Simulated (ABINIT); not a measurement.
Planning a run of ABINIT 10.8.3 on AlN (P6_3mc). The input:

```
acell 3*1.0 Angstrom
rprim 
  3.113000000011 -0.000000000003 0.000000000000
  -1.556500000003 2.695937081992 0.000000000000
  0.000000000000 0.000000000000 4.981000000000
ntypat 2
znucl 13 7
natom 4
typat 1 1 2 2
xred 
  0.333333333333 0.666666666667 0.000000000000
  0.666666666667 0.333333333333 0.500000000000
  0.333333333333 0.666666666667 0.380000000000
  0.666666666667 0.333333333333 0.880000000000
pp_dirpath "pseudos"
pseudos "Al.upf, N.upf"
ecut 36
ngkpt 6 6 4
nshiftk 1
shiftk 0 0 0
kptopt 1
chksymbreak 0
irdden 1
istwfk *1
nband 169
prtvol 0
optdriver 6
gwr_task "HDIAGO"
paral_kgb 0
occopt 1
indata_prefix "in"
outdata_prefix "out"
tmpdata_prefix "tmp"
```

The database entry behind the starting cell differs from later determinations by our own check (inner coordinate u about 0.002 short), so it need not match the best structure at ambient conditions.

```sh
OMP_NUM_THREADS=1 mpirun -n 8 abinit run.abi > log
```

Q: Estimate wall time and host memory on 8 MPI ranks of Intel Xeon 6975P-C (Granite Rapids), shared host.

It took 32 s; on shared hardware allow 16 s to 65 s. Peak host memory was 4.2 GiB.

[Paths, hosts, dates, memory and timing lines, banners, echoed tables and standing remarks are left out of the program output.]

[Logs are printed without paths, hosts, clocks, repeated set-up lines and the standing remarks that a program may print on its own settings, such as how far it seeks lower states.]

[Runs of the session that timed out or met a known fault of the program may be left out.]

[Hosts, paths, dates, database ids (printed as entryN), source tags and the programs' standing remarks are cut or masked in the printed files.]

[G0W0 gaps are taken among the corrected bands and points alone; a level outside them can change the order at an edge.]

[Where Ansatz stands beside ABINIT at settings called matched, ABINIT's density can come from a denser mesh and the files from another edition; pairs whose starting gaps differed by over 0.03 eV were left out, so agreement reads better than it is.]
